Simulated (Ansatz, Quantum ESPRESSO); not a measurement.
# Conductance against width: vacuum gaps between two Al(111) faces, part 4 of 5

Wanted: T at the Fermi level along a series, and its decay constant, for vacuum gaps between two Al(111) faces.

Quantum ESPRESSO 7.5; plane-wave DFT, PBE, GBRV ultrasoft pseudopotentials; cross-check by Ansatz 0.2.0 with PAW datasets.

So far. Step 6 (The open system, 6 Å): T goes from 0.0752 to 0.0161, a factor of 4.7. Step 7 (The same in Ansatz, 6 Å): Ansatz finds T = 0.0111 against pwcond's 0.0161.

## (8) Ground state, 7 Å

Level of this step: plane-wave DFT, PBE, GBRV ultrasoft pseudopotentials (Quantum ESPRESSO 7.5).

Contents of j2.scf.in:

```
&control
  prefix = 'j2.scf'
  outdir = './out'
  pseudo_dir = './pseudo'
  calculation = 'scf'
  tprnfor = .true.
/
&system
  ibrav = 0
  nat = 18
  ntyp = 1
  ecutwfc = 40
  ecutrho = 200
  occupations = 'smearing'
  smearing = 'mv'
  degauss = 0.01
/
&electrons
  conv_thr = 1e-07
  mixing_beta = 0.25
  electron_maxstep = 120
  mixing_mode = 'local-TF'
/
ATOMIC_SPECIES
  Al  26.9815  al_pbe_v1.uspp.F.UPF
CELL_PARAMETERS angstrom
  2.85671139599365 0.00000000000000 0.00000000000000
  1.42835569799683 2.47398464021101 0.00000000000000
  0.00000000000000 0.00000000000000 46.65241648794350
ATOMIC_POSITIONS crystal
  Al  0.000000000000 0.000000000000 0.000000000000
  Al  0.333333333000 0.333333333000 0.049997304815
  Al  0.666666667000 0.666666667000 0.099994609631
  Al  0.000000000000 0.000000000000 0.149991914446
  Al  0.333333333000 0.333333333000 0.199989219262
  Al  0.666666667000 0.666666667000 0.249986524077
  Al  0.000000000000 0.000000000000 0.299983828893
  Al  0.333333333000 0.333333333000 0.349981133708
  Al  0.666666667000 0.666666667000 0.399978438524
  Al  0.000000000000 0.000000000000 0.550024256661
  Al  0.333333333000 0.333333333000 0.600021561476
  Al  0.666666667000 0.666666667000 0.650018866292
  Al  0.000000000000 0.000000000000 0.700016171107
  Al  0.333333333000 0.333333333000 0.750013475923
  Al  0.666666667000 0.666666667000 0.800010780738
  Al  0.000000000000 0.000000000000 0.850008085554
  Al  0.333333333000 0.333333333000 0.900005390369
  Al  0.666666667000 0.666666667000 0.950002695185
K_POINTS automatic
  10 10 1 0 0 0
```

The run is started by

```bash
> OMP_NUM_THREADS=1 mpirun -n 4 pw.x -nk 4 -in j2.scf.in > j2.scf.out
```

Output:

```text
[banner, memory and clock lines left out]
Program PWSCF v.7.5 starts
[...]
number of electrons       =        54.00
     number of Kohn-Sham states=           32
     kinetic-energy cutoff     =      40.0000  Ry
     charge density cutoff     =     200.0000  Ry
[...]
number of k points=    14  Marzari-Vanderbilt smearing, width (Ry)=  0.0100
[...]
Dense  grid:   105865 G-vectors     FFT dimensions: (  25,  25, 400)
[...]
Starting wfcs are   72 randomized atomic wfcs
     estimated scf accuracy    <       1.66974204 Ry
     estimated scf accuracy    <       1.32111895 Ry
     estimated scf accuracy    <       0.04456658 Ry
     estimated scf accuracy    <       0.29339299 Ry
     estimated scf accuracy    <       0.07579117 Ry
     estimated scf accuracy    <       0.01501727 Ry
     estimated scf accuracy    <       0.14571289 Ry
     estimated scf accuracy    <       0.17613515 Ry
     estimated scf accuracy    <       0.04707215 Ry
     estimated scf accuracy    <       0.02245563 Ry
     estimated scf accuracy    <       0.00136283 Ry
     estimated scf accuracy    <       0.00513306 Ry
     estimated scf accuracy    <       0.00465191 Ry
     estimated scf accuracy    <       0.00106186 Ry
     estimated scf accuracy    <       0.00010965 Ry
     estimated scf accuracy    <       0.00108273 Ry
     estimated scf accuracy    <       0.00113900 Ry
     estimated scf accuracy    <       0.00095198 Ry
     estimated scf accuracy    <       0.00146647 Ry
     estimated scf accuracy    <       0.00175564 Ry
     estimated scf accuracy    <       0.00237916 Ry
     estimated scf accuracy    <       0.00214326 Ry
     estimated scf accuracy    <       0.00093259 Ry
     estimated scf accuracy    <       0.00013086 Ry
     estimated scf accuracy    <       0.00001545 Ry
     estimated scf accuracy    <       0.00004151 Ry
     estimated scf accuracy    <       0.00001265 Ry
     estimated scf accuracy    <       0.00000080 Ry
     estimated scf accuracy    <       0.00000224 Ry
     estimated scf accuracy    <       0.00001958 Ry
     estimated scf accuracy    <       0.00000013 Ry
     estimated scf accuracy    <       0.00000136 Ry
[...]
the Fermi energy is     6.9168 ev
!    total energy              =    -120.65674708 Ry
     estimated scf accuracy    <       0.00000005 Ry
     smearing contrib. (-TS)   =      -0.00077568 Ry
     internal energy E=F+TS    =    -120.65597140 Ry
[...]
one-electron contribution =    -161.34858388 Ry
     hartree contribution      =     105.34180162 Ry
     xc contribution           =     -77.12157808 Ry
     ewald contribution        =      12.47238895 Ry
     convergence has been achieved in  33 iterations
[...]
Total force =     0.007534     Total SCF correction =     0.000357
[...]
```

Elapsed: 1.7 min, on 4 MPI ranks of Arm Neoverse V1, shared host; peak memory 0.64 GiB; 6.9 min of CPU time.

Numbers from this step:

* free energy: -1641.6187 eV
* Fermi energy: 6.917 eV

## (9) The open system, 7 Å

Contents of j2.cond.in:

```
&inputcond
  outdir = './out'
  prefixt = 'j2.scf'
  tran_file = 'j2.cond.dat'
  bdl = 2.4494897419
  bds = 16.3308119103
  ikind = 1
  ewind = 4.0
  epsproj = 1e-05
  nz1 = 7
  energy0 = 0.4
  denergy = -0.4
/
10
  0.00000000 0.00000000 0.01562500
  0.00000000 0.12500000 0.09375000
  0.00000000 0.25000000 0.09375000
  0.00000000 0.37500000 0.09375000
  0.00000000 0.50000000 0.04687500
  0.12500000 0.25000000 0.09375000
  0.12500000 0.37500000 0.18750000
  0.12500000 0.50000000 0.18750000
  0.25000000 0.50000000 0.09375000
  0.25000000 0.62500000 0.09375000
3
```

The run is started by

```bash
> OMP_NUM_THREADS=1 mpirun -n 4 pwcond.x -in j2.cond.in > j2.cond.out
```

Output:

```text
[banner, memory and clock lines left out]
Program PWCOND v.7.5 starts

     ./out/j2.scf.save/

     IMPORTANT: XC functional enforced from input :
     Exchange-correlation= PBE
                           (   1   4   3   4   0   0   0)
     Any further DFT definition will be discarded
     Please, verify this is what you really want

     Reading collected, re-writing distributed wavefunctions

===== INPUT FILE containing all the regions =====

     GEOMETRY:

     lattice parameter (alat)  =       5.3984  a.u.
     the volume                =    2225.0210 (a.u.)^3
[...]
---  E-Ef =   -0.4000000  k =    0.2500000   0.6250000
---  ie =          3  ik =         10
 Nchannels of the left tip =            1
 Right moving states:
   k1(2pi/a)   k2(2pi/a)   E-Ef (eV)
   0.0903704   0.0000033  -0.4000000
 Left moving states:
   k1(2pi/a)   k2(2pi/a)   E-Ef (eV)
  -0.0903701   0.0000033  -0.4000000

 to transmit
 Band j to band i transmissions and reflections:
    j         i     |T_ij|^2    |R_ij|^2

    1 -->     1     0.00001     0.99999
   Total T_j, R_j =    0.00001  0.99999

E-Ef(ev), T(x2 spins) =   -0.4000000   0.0000256
   T_tot     0.40000      0.67046E-02
   T_tot     0.00000      0.42328E-02
   T_tot    -0.40000      0.23604E-02
```

Wall time 28 s (4 MPI ranks); peak memory 0.25 GiB.

Numbers from this step:

```
transmission at the Fermi level, one spin : 0.002116
conductance                               : 0.002116 G₀
```

Per spin; mean over the k mesh across the current. Table of transmission, zone mean by energy, zero at the Fermi level:

| energy (eV) | transmission, zone mean |
| --- | --- |
| -0.400 | 0.00118 |
| 0.000 | 0.00212 |
| 0.400 | 0.00335 |

At 0.000 eV; k in fractions of b1, b2. Transmission by k point:

| k1 | k2 | weight | t | channels |
| --- | --- | --- | --- | --- |
| 0 | 0 | 0.01562 | 0.01481 | 1 |
| 0 | 0.125 | 0.09375 | 0.009311 | 1 |
| 0 | 0.25 | 0.09375 | 0.002498 | 1 |
| 0 | 0.375 | 0.09375 | 2.91e-4 | 2 |
| 0 | 0.5 | 0.04688 | 4.27e-5 | 2 |
| 0.125 | 0.25 | 0.09375 | 0.003795 | 1 |
| 0.125 | 0.375 | 0.1875 | 8.92e-4 | 1 |
| 0.125 | 0.5 | 0.1875 | 0.001136 | 1 |
| 0.25 | 0.5 | 0.09375 | 1.32e-4 | 1 |
| 0.25 | 0.625 | 0.09375 | 4.00e-7 | 1 |

T goes from 0.0161 to 0.00212, a factor of 7.6.

## (10) The same in Ansatz, 7 Å

Level of this step: plane-wave DFT, PBE, Ansatz PAW (Ansatz 0.2.0).

Contents of input.yaml:

```yaml
crystal:
  lattice:
    - [2.856711396, 0.0, 0.0]
    - [1.428355698, 2.4739846402, 0.0]
    - [0.0, 0.0, 46.6524164879]
  atoms:
    - { symbol: Al, position: [0.0, 0.0, 0.0] }
    - { symbol: Al, position: [0.333333333, 0.333333333, 0.0499973048] }
    - { symbol: Al, position: [0.666666667, 0.666666667, 0.0999946096] }
    - { symbol: Al, position: [0.0, 0.0, 0.1499919144] }
    - { symbol: Al, position: [0.333333333, 0.333333333, 0.1999892193] }
    - { symbol: Al, position: [0.666666667, 0.666666667, 0.2499865241] }
    - { symbol: Al, position: [0.0, 0.0, 0.2999838289] }
    - { symbol: Al, position: [0.333333333, 0.333333333, 0.3499811337] }
    - { symbol: Al, position: [0.666666667, 0.666666667, 0.3999784385] }
    - { symbol: Al, position: [0.0, 0.0, 0.5500242567] }
    - { symbol: Al, position: [0.333333333, 0.333333333, 0.6000215615] }
    - { symbol: Al, position: [0.666666667, 0.666666667, 0.6500188663] }
    - { symbol: Al, position: [0.0, 0.0, 0.7000161711] }
    - { symbol: Al, position: [0.333333333, 0.333333333, 0.7500134759] }
    - { symbol: Al, position: [0.666666667, 0.666666667, 0.8000107807] }
    - { symbol: Al, position: [0.0, 0.0, 0.8500080856] }
    - { symbol: Al, position: [0.333333333, 0.333333333, 0.9000053904] }
    - { symbol: Al, position: [0.666666667, 0.666666667, 0.9500026952] }
kpoints:
  mp_grid: { grid: [10, 10, 1] }
hamiltonian:
  xc: pbe
scf:
  occupations: { method: fermi_dirac, width: 0.1 }
  convergence: { dr2_threshold: 1.0e-08 }
output:
  transmission: { leads: [[0, 3]], e_range: [-0.4, 0.4], de: 0.4, kmesh: [8, 8] }
  write_potential: true
  write_density: true
  volumetric_format: npy
  elf: true
```

The run is started by

```bash
> ansatz run input.yaml --threads 4 --pin off --max-ram 8192MiB --backend cpu --events-out ev --progress --plain --runs-dir out
```

Output:

```text
[...]
Crystal: 18 atoms, lattice volume = 329.714 Å³
Basis set: ecut = 420 eV, 6467 PW (Γ)
Bands: 45, of which v1, the nominal top of the filled ones, is band 27 counted from 1 (26 counted from 0)
Symmetry: 12 space group operations
[...]
k-points: 14 of 100
[...]
k-point 13: bands = [... 23 lower, 5.0039, 5.0461, 5.1846, 5.1948, 5.3489, 5.4066, 5.4076, 5.5590, ... 14 higher]
--- Transmission ---
  basis      : 61 plane waves across, 58 finite elements along
  points     : 10, standing for a mesh of 8 x 8
[...]
channels       : 1.140625e0 a spin
[...]
junction   : crystal 0 to crystal 0, -0.47 to 39.19 Å
    transmission   : 1.718149e-3 a spin
[...]
[key lines of the parts left out:]
SCF converged after 6 iterations
Free energy (F): -9674.376715 eV
Fermi energy:    6.847931 eV
```

It took 9.1 s on 4 threads; peak memory 0.78 GiB.

Read from the output:

| Item | Value |
| --- | --- |
| free energy | -9674.3767 eV |
| energy at zero smearing | -9674.2433 eV |
| smearing term TS | 0.2668 eV |
| Fermi energy | 6.848 eV |
| transmission at the Fermi level, one spin | 0.001718 |
| step of the lead's Hamiltonian over a period | 12.5 meV |

Per spin; mean over the k mesh across the current. Table of transmission, zone mean by energy, zero at the Fermi level:

| energy (eV) | transmission, zone mean |
| --- | --- |
| -0.400 | 0.00107 |
| 0.000 | 0.00172 |
| 0.400 | 0.00309 |

Ansatz finds T = 0.00172 against pwcond's 0.00212.

## (11) SCF with pw.x, 8 Å

Level of this step: plane-wave DFT, PBE, GBRV ultrasoft pseudopotentials (Quantum ESPRESSO 7.5).

Contents of j3.scf.in:

```
&control
  prefix = 'j3.scf'
  outdir = './out'
  pseudo_dir = './pseudo'
  calculation = 'scf'
  tprnfor = .true.
/
&system
  ibrav = 0
  nat = 18
  ntyp = 1
  ecutwfc = 40
  ecutrho = 200
  occupations = 'smearing'
  smearing = 'mv'
  degauss = 0.01
/
&electrons
  conv_thr = 1e-07
  mixing_beta = 0.25
  electron_maxstep = 120
  mixing_mode = 'local-TF'
/
ATOMIC_SPECIES
  Al  26.9815  al_pbe_v1.uspp.F.UPF
CELL_PARAMETERS angstrom
  2.85671139599365 0.00000000000000 0.00000000000000
  1.42835569799683 2.47398464021101 0.00000000000000
  0.00000000000000 0.00000000000000 47.65241648794350
ATOMIC_POSITIONS crystal
  Al  0.000000000000 0.000000000000 0.000000000000
  Al  0.333333333000 0.333333333000 0.048948096643
  Al  0.666666667000 0.666666667000 0.097896193286
  Al  0.000000000000 0.000000000000 0.146844289929
  Al  0.333333333000 0.333333333000 0.195792386572
  Al  0.666666667000 0.666666667000 0.244740483215
  Al  0.000000000000 0.000000000000 0.293688579858
  Al  0.333333333000 0.333333333000 0.342636676501
  Al  0.666666667000 0.666666667000 0.391584773144
  Al  0.000000000000 0.000000000000 0.559467130213
  Al  0.333333333000 0.333333333000 0.608415226856
  Al  0.666666667000 0.666666667000 0.657363323499
  Al  0.000000000000 0.000000000000 0.706311420142
  Al  0.333333333000 0.333333333000 0.755259516785
  Al  0.666666667000 0.666666667000 0.804207613428
  Al  0.000000000000 0.000000000000 0.853155710071
  Al  0.333333333000 0.333333333000 0.902103806714
  Al  0.666666667000 0.666666667000 0.951051903357
K_POINTS automatic
  10 10 1 0 0 0
```

The run is started by

```bash
> OMP_NUM_THREADS=1 mpirun -n 4 pw.x -nk 4 -in j3.scf.in > j3.scf.out
```

Output:

```text
[banner, memory and clock lines left out]
Program PWSCF v.7.5 starts
[...]
number of electrons       =        54.00
     number of Kohn-Sham states=           32
     kinetic-energy cutoff     =      40.0000  Ry
     charge density cutoff     =     200.0000  Ry
[...]
number of k points=    14  Marzari-Vanderbilt smearing, width (Ry)=  0.0100
[...]
Dense  grid:   108201 G-vectors     FFT dimensions: (  25,  25, 405)
[...]
Starting wfcs are   72 randomized atomic wfcs
     estimated scf accuracy    <       1.63255062 Ry
     estimated scf accuracy    <       1.30021392 Ry
     estimated scf accuracy    <       0.04874743 Ry
     estimated scf accuracy    <       0.27398720 Ry
     estimated scf accuracy    <       0.06109945 Ry
     estimated scf accuracy    <       0.01499488 Ry
     estimated scf accuracy    <       0.17286341 Ry
     estimated scf accuracy    <       0.16118816 Ry
     estimated scf accuracy    <       0.08156807 Ry
     estimated scf accuracy    <       0.00477626 Ry
     estimated scf accuracy    <       0.00278575 Ry
     estimated scf accuracy    <       0.00126839 Ry
     estimated scf accuracy    <       0.00065512 Ry
     estimated scf accuracy    <       0.00103186 Ry
     estimated scf accuracy    <       0.00011262 Ry
     estimated scf accuracy    <       0.00123652 Ry
     estimated scf accuracy    <       0.00475950 Ry
     estimated scf accuracy    <       0.00268270 Ry
     estimated scf accuracy    <       0.00318193 Ry
     estimated scf accuracy    <       0.00180053 Ry
     estimated scf accuracy    <       0.00236753 Ry
     estimated scf accuracy    <       0.00084284 Ry
     estimated scf accuracy    <       0.00064597 Ry
     estimated scf accuracy    <       0.01199219 Ry
     estimated scf accuracy    <       0.00025706 Ry
     estimated scf accuracy    <       0.00004018 Ry
     estimated scf accuracy    <       0.00006126 Ry
     estimated scf accuracy    <       0.00003983 Ry
     estimated scf accuracy    <       0.00001148 Ry
     estimated scf accuracy    <       0.00004687 Ry
     estimated scf accuracy    <       0.00000155 Ry
     estimated scf accuracy    <       0.00000047 Ry
     estimated scf accuracy    <       0.00000140 Ry
     estimated scf accuracy    <       0.00000681 Ry
     estimated scf accuracy    <       0.00000101 Ry
     estimated scf accuracy    <       0.00000034 Ry
     estimated scf accuracy    <       0.00000047 Ry
     estimated scf accuracy    <       0.00000057 Ry
     estimated scf accuracy    <       0.00000027 Ry
     estimated scf accuracy    <       0.00000034 Ry
     estimated scf accuracy    <       0.00000166 Ry
     estimated scf accuracy    <       0.00000610 Ry
     estimated scf accuracy    <       0.00000463 Ry
     estimated scf accuracy    <       0.00000109 Ry
[...]
the Fermi energy is     6.6886 ev
!    total energy              =    -120.65672397 Ry
     estimated scf accuracy    <       0.00000008 Ry
     smearing contrib. (-TS)   =      -0.00078276 Ry
     internal energy E=F+TS    =    -120.65594120 Ry
[...]
one-electron contribution =    -256.26171813 Ry
     hartree contribution      =     152.34763868 Ry
     xc contribution           =     -77.12157132 Ry
     ewald contribution        =      60.37970957 Ry
     convergence has been achieved in  45 iterations
[...]
Total force =     0.007550     Total SCF correction =     0.000555
[...]
```

Run time: 2.6 min. Hardware: 4 MPI ranks; peak memory 0.65 GiB; 10 min of CPU time.

Numbers from this step:

```
free energy  : -1641.6184 eV
Fermi energy : 6.689 eV
```

## (12) The open system, 8 Å

j3.cond.in is the input of step 9 with these lines changed:

```diff
@@ -2,6 +2,6 @@
   outdir = './out'
-  prefixt = 'j2.scf'
-  tran_file = 'j2.cond.dat'
+  prefixt = 'j3.scf'
+  tran_file = 'j3.cond.dat'
   bdl = 2.4494897419
-  bds = 16.3308119103
+  bds = 16.6808647723
   ikind = 1
```

The run is started by

```bash
> OMP_NUM_THREADS=1 mpirun -n 4 pwcond.x -in j3.cond.in > j3.cond.out
```

Output:

```text
[banner, memory and clock lines left out]
Program PWCOND v.7.5 starts

     ./out/j3.scf.save/

     IMPORTANT: XC functional enforced from input :
     Exchange-correlation= PBE
                           (   1   4   3   4   0   0   0)
     Any further DFT definition will be discarded
     Please, verify this is what you really want

     Reading collected, re-writing distributed wavefunctions

===== INPUT FILE containing all the regions =====

     GEOMETRY:

     lattice parameter (alat)  =       5.3984  a.u.
     the volume                =    2272.7146 (a.u.)^3
[...]
---  E-Ef =   -0.4000000  k =    0.2500000   0.6250000
---  ie =          3  ik =         10
 Nchannels of the left tip =            1
 Right moving states:
   k1(2pi/a)   k2(2pi/a)   E-Ef (eV)
   0.0893093   0.0000035  -0.4000000
 Left moving states:
   k1(2pi/a)   k2(2pi/a)   E-Ef (eV)
  -0.0893093   0.0000035  -0.4000000

 to transmit
 Band j to band i transmissions and reflections:
    j         i     |T_ij|^2    |R_ij|^2

    1 -->     1     0.00000     1.00000
   Total T_j, R_j =    0.00000  1.00000

E-Ef(ev), T(x2 spins) =   -0.4000000   0.0000009
   T_tot     0.40000      0.11036E-02
   T_tot     0.00000      0.59743E-03
   T_tot    -0.40000      0.32216E-03
```

Run time: 30 s. Hardware: 4 MPI ranks; peak memory 0.25 GiB; 2 min of CPU time.

Read from the output:

| Quantity | Value |
| --- | --- |
| transmission at the Fermi level, one spin | 2.99e-4 |
| conductance | 2.99e-4 G₀ |

Per spin; mean over the k mesh across the current. Transmission, zone mean against energy, zero at the Fermi level:

| energy (eV) | transmission, zone mean |
| --- | --- |
| -0.400 | 1.6e-4 |
| 0.000 | 3.0e-4 |
| 0.400 | 5.5e-4 |

T goes from 0.00212 to 3.0e-4, a factor of 7.1.

## (13) The same in Ansatz, 8 Å

Level of this step: plane-wave DFT, PBE, Ansatz PAW (Ansatz 0.2.0).

Contents of input.yaml:

```yaml
crystal:
  lattice:
    - [2.856711396, 0.0, 0.0]
    - [1.428355698, 2.4739846402, 0.0]
    - [0.0, 0.0, 47.6524164879]
  atoms:
    - { symbol: Al, position: [0.0, 0.0, 0.0] }
    - { symbol: Al, position: [0.333333333, 0.333333333, 0.0489480966] }
    - { symbol: Al, position: [0.666666667, 0.666666667, 0.0978961933] }
    - { symbol: Al, position: [0.0, 0.0, 0.1468442899] }
    - { symbol: Al, position: [0.333333333, 0.333333333, 0.1957923866] }
    - { symbol: Al, position: [0.666666667, 0.666666667, 0.2447404832] }
    - { symbol: Al, position: [0.0, 0.0, 0.2936885799] }
    - { symbol: Al, position: [0.333333333, 0.333333333, 0.3426366765] }
    - { symbol: Al, position: [0.666666667, 0.666666667, 0.3915847731] }
    - { symbol: Al, position: [0.0, 0.0, 0.5594671302] }
    - { symbol: Al, position: [0.333333333, 0.333333333, 0.6084152269] }
    - { symbol: Al, position: [0.666666667, 0.666666667, 0.6573633235] }
    - { symbol: Al, position: [0.0, 0.0, 0.7063114201] }
    - { symbol: Al, position: [0.333333333, 0.333333333, 0.7552595168] }
    - { symbol: Al, position: [0.666666667, 0.666666667, 0.8042076134] }
    - { symbol: Al, position: [0.0, 0.0, 0.8531557101] }
    - { symbol: Al, position: [0.333333333, 0.333333333, 0.9021038067] }
    - { symbol: Al, position: [0.666666667, 0.666666667, 0.9510519034] }
kpoints:
  mp_grid: { grid: [10, 10, 1] }
hamiltonian:
  xc: pbe
scf:
  occupations: { method: fermi_dirac, width: 0.1 }
  convergence: { dr2_threshold: 1.0e-08 }
output:
  transmission: { leads: [[0, 3]], e_range: [-0.4, 0.4], de: 0.4, kmesh: [8, 8] }
  write_potential: true
  write_density: true
  volumetric_format: npy
  elf: true
```

The run is started by

```bash
> ansatz run input.yaml --threads 4 --pin off --max-ram 8192MiB --backend cpu --events-out ev --progress --plain --runs-dir out
```

Output:

```text
[...]
Crystal: 18 atoms, lattice volume = 336.782 Å³
Basis set: ecut = 420 eV, 6615 PW (Γ)
Bands: 45, of which v1, the nominal top of the filled ones, is band 27 counted from 1 (26 counted from 0)
Symmetry: 12 space group operations
[...]
k-points: 14 of 100
[...]
k-point 13: bands = [... 23 lower, 4.7757, 4.8180, 4.9565, 4.9666, 5.1206, 5.1784, 5.1794, 5.3308, ... 14 higher]
--- Transmission ---
  basis      : 61 plane waves across, 60 finite elements along
  points     : 10, standing for a mesh of 8 x 8
[...]
channels       : 1.140625e0 a spin
[...]
junction   : crystal 0 to crystal 0, -0.47 to 40.19 Å
    transmission   : 2.543705e-4 a spin
[...]
[key lines of the parts left out:]
SCF converged after 6 iterations
Free energy (F): -9674.376536 eV
Fermi energy:    6.619411 eV
```

It took 10 s on 4 threads; peak memory 0.79 GiB; 36 s of CPU time.

This step gave:

| Quantity | Value |
| --- | --- |
| free energy | -9674.3765 eV |
| smearing term TS | 0.2664 eV |
| Fermi energy | 6.619 eV |
| transmission at the Fermi level, one spin | 2.54e-4 |

Per spin; mean over the k mesh across the current. The transmission, zone mean by energy, zero at the Fermi level:

| energy (eV) | transmission, zone mean |
| --- | --- |
| -0.400 | 1.4e-4 |
| 0.000 | 2.5e-4 |
| 0.400 | 4.9e-4 |

Ansatz finds T = 2.5e-4 against pwcond's 3.0e-4.

(Part 4 of 5 ends here.)

[Long decimals in the printed logs are rounded to 6 places.]

[Repeated lines of the later SCF iterations (solver, time, negative density, dipole) and banner, clock, host and MPI lines are left out of these logs without a mark at each place.]

[Logs are printed without paths, hosts, clocks, repeated set-up lines and the standing remarks that a program may print on its own settings, such as how far it seeks lower states.]

[Hosts, paths, dates, database ids (printed as entryN), source tags and the programs' standing remarks are cut or masked in the printed files.]

[Maps of the electrostatic potential energy from Ansatz leave out the sawtooth potential of an applied field or a dipole correction, so their vacuum need not be flat; planar profiles and work functions include it.]
